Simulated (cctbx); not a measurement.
# SbBrCl8: as given, inverted or twinned?

Space group P4_1 (no. 76), a = 6.9110 Å, b = 6.9110 Å, c = 24.0800 Å, α = 90.00°, β = 90.00°, γ = 90.00°.

| atom | mult. | x | y | z | Ueq (Å²) |
| --- | --- | --- | --- | --- | --- |
| Sb1 | 4 | 0.9974 | 0.7689 | 0.7488 | 0.0069 |
| Br1 | 4 | 0.8491 | 0.2565 | 0.8722 | 0.0041 |
| Cl1 | 4 | 0.6942 | 0.4336 | 0.9353 | 0.0055 |
| Cl2 | 4 | 0.1072 | 0.0523 | 0.7901 | 0.0070 |
| Cl3 | 4 | 0.1801 | 0.2829 | 0.9389 | 0.0055 |
| Cl4 | 4 | 0.5786 | 0.2158 | 0.8157 | 0.0053 |
| Cl5 | 4 | 0.0650 | 0.8229 | 0.9429 | 0.0086 |
| Cl6 | 4 | 0.5253 | 0.9221 | 0.9515 | 0.0055 |
| Cl7 | 4 | 0.2102 | 0.5950 | 0.8065 | 0.0058 |
| Cl8 | 4 | 0.7673 | 0.7387 | 0.8157 | 0.0070 |

The model was made for the exercise: a known structure type with other elements put in, its volume estimated, not relaxed; displacement parameters are assumed.

Data sets are simulated with cctbx and refined with Bijvoet mates kept apart; Flack x is then fitted as the share of an inverted twin with the atoms fixed, Hooft y from the Bijvoet differences. The group has rotations alone, so the crystal has a hand.

Untwinned crystal. What Flack and Hooft values should come out?

```csv
λ (Å),extinction (unmodelled),d min (Å),top counts,error (%),model,R1,Flack x,s.u.,Hooft y,s.u.,pairs
0.71073,0,0.77,5000,3,as given,0.0246,-0.009,0.011,0.001,0.011,1277
1.54184,0.3,0.83,20000,1.5,as given,0.0099,-0.006,0.002,0.002,0.003,1034
```

With Mo Kα, x is within 3 s.u. of 0, so the hand is right. With Cu Kα, x is close to 0 but 3 s.u. off; with the atoms held fixed the s.u. tends to be too small.

A further crystal gives:

| λ (Å) | extinction (unmodelled) | d min (Å) | top counts | error (%) | model | R1 | Flack x | s.u. | Hooft y | s.u. | pairs |
| --- | --- | --- | --- | --- | --- | --- | --- | --- | --- | --- | --- |
| 0.71073 | 0.1 | 0.84 | 70000 | 2 | as given | 0.0248 | 0.506 | 0.004 | 0.502 | 0.003 | 989 |

**Question.** What is it?

It was simulated as an inversion twin with a fraction 0.5 of the inverted domain. Flack x is over 3 s.u. from both 0 and 1 and reads that fraction.

[Logs are printed without paths, hosts, clocks, repeated set-up lines and the standing remarks that a program may print on its own settings, such as how far it seeks lower states.]
